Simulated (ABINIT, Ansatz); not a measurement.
Computed results, one entry a study.

```
! title: How the form of the self-energy moves the gap of CdF2 (Fm-3m)
! method: RPA screening on PBE, plane waves, norm-conserving pseudopotentials (and 3 further levels or steps)
! program: ABINIT 10.8.3
! settings: cutoff 47 Ha, PseudoDojo scalar-relativistic 0.4.1 standard, norm-conserving, potential set dojo-sr-pbe-0.4.1-standard, ngkpt (6, 6, 6), nband 119, ecuteps 6.5 Ha, gwcalctyp 2, nfreqre 16, nfreqim 8, inclvkb 2, freqremax 40 eV, spmeth 1, nomegasf 120, shiftk (0, 0, 0), symchi 1, awtr 1, frequency cd, 6×6×6 k-mesh
! cost: 8 runs, 6.9 min in all on 8 MPI ranks of Arm Neoverse V2, shared host
! notes: The program’s warnings: Min real frequency set to default [Ha] =. The cell and positions come from the Crystallography Open Database and are kept as given unless a step says otherwise. Limits: d shell near the gap, gap tends to lie low; no spin-orbit coupling.
! G0W0, Godby-Needs plasmon pole: 5.343 eV
! G0W0, Engel-Farid plasmon pole: 5.324 eV
! G0W0, Hybertsen-Louie plasmon pole: 5.851 eV
! one-shot Hartree-Fock: 14.793 eV
! G0W0, contour deformation: 5.317 eV
! known limits: short of the basis limit; d shell near the gap, gap tends to lie low; no spin-orbit coupling
CELL_PARAMETERS angstrom
0.00000 2.69400 2.69400
2.69400 0.00000 2.69400
2.69400 2.69400 0.00000
ATOMIC_POSITIONS crystal
Cd 0.00000 0.00000 0.00000
F 0.25000 0.25000 0.25000
F 0.75000 0.75000 0.75000
```

[Long decimals in the printed logs are rounded to 6 places.]

[Logs are printed without paths, hosts, clocks, repeated set-up lines and the standing remarks that a program may print on its own settings, such as how far it seeks lower states.]

[Paths, hosts, dates, memory and timing lines, banners, echoed tables and standing remarks are left out of the program output; an Ansatz launch command may be rebuilt from the run's recorded settings. Measured values are a selection of at most five: reports struck by readers or far from the other reports are left out. None is set beside runs whose start may be inverted or whose files or cutoffs have a known fault.]

[Runs of the session that timed out or met a known fault of the program may be left out.]

[Hosts, paths, dates, database ids (printed as entryN), source tags and the programs' standing remarks are cut or masked in the printed files.]

[G0W0 gaps are taken among the corrected bands and points alone; a level outside them can change the order at an edge.]

[Where Ansatz stands beside ABINIT at settings called matched, ABINIT's density can come from a denser mesh and the files from another edition; pairs whose starting gaps differed by over 0.03 eV were left out, so agreement reads better than it is.]
